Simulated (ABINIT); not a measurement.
Planning a run of ABINIT 10.8.3 on SiO2 (P6_322). The input:

```
acell 3*1.0 Angstrom
rprim 
  5.069073888499 -0.000000000025 0.000000000000
  -2.534536944228 4.389946761113 0.000000000000
  0.000000000000 0.000000000000 8.558488540000
ntypat 2
znucl 14 8
natom 12
typat 1 1 1 1 2 2 2 2 2 2 2 2
xred 
  0.666666666667 0.333333333333 0.937125800000
  0.666666666667 0.333333333333 0.562874200000
  0.333333333333 0.666666666667 0.062874200000
  0.333333333333 0.666666666667 0.437125800000
  0.000000000000 0.421258740000 0.000000000000
  0.421258740000 0.421258740000 0.500000000000
  0.578741260000 0.000000000000 0.500000000000
  0.578741260000 0.578741260000 0.000000000000
  0.000000000000 0.578741260000 0.500000000000
  0.666666666667 0.333333333333 0.750000000000
  0.333333333333 0.666666666667 0.250000000000
  0.421258740000 0.000000000000 0.000000000000
pp_dirpath "pseudos"
pseudos "Si.upf, O.upf"
ecut 36
ngkpt 3 3 1
nshiftk 1
shiftk 0 0 0
kptopt 1
chksymbreak 0
istwfk *1
occopt 1
irdwfk 1
optdriver 3
nband 329
ecuteps 3.9
inclvkb 2
awtr 1
symchi 1
gwcalctyp 2
nfreqre 16
freqremax 40 eV
nfreqim 8
spmeth 1
nomegasf 120
indata_prefix "in"
outdata_prefix "out"
tmpdata_prefix "tmp"
```

```sh
OMP_NUM_THREADS=1 mpirun -n 4 abinit run.abi > log
```

Question: Estimate wall time and host memory on 4 MPI ranks of Arm Neoverse V2, shared host.

It took 3.3 min; on shared hardware allow 98 s to 6.5 min. Peak host memory was 3.4 GiB.

[Paths, hosts, dates, memory and timing lines, banners, echoed tables and standing remarks are left out of the program output.]

[Logs are printed without paths, hosts, clocks, repeated set-up lines and the standing remarks that a program may print on its own settings, such as how far it seeks lower states.]

[Runs of the session that timed out or met a known fault of the program may be left out.]

[Hosts, paths, dates, database ids (printed as entryN), source tags and the programs' standing remarks are cut or masked in the printed files.]

[G0W0 gaps are taken among the corrected bands and points alone; a level outside them can change the order at an edge.]

[Where Ansatz stands beside ABINIT at settings called matched, ABINIT's density can come from a denser mesh and the files from another edition; pairs whose starting gaps differed by over 0.03 eV were left out, so agreement reads better than it is.]
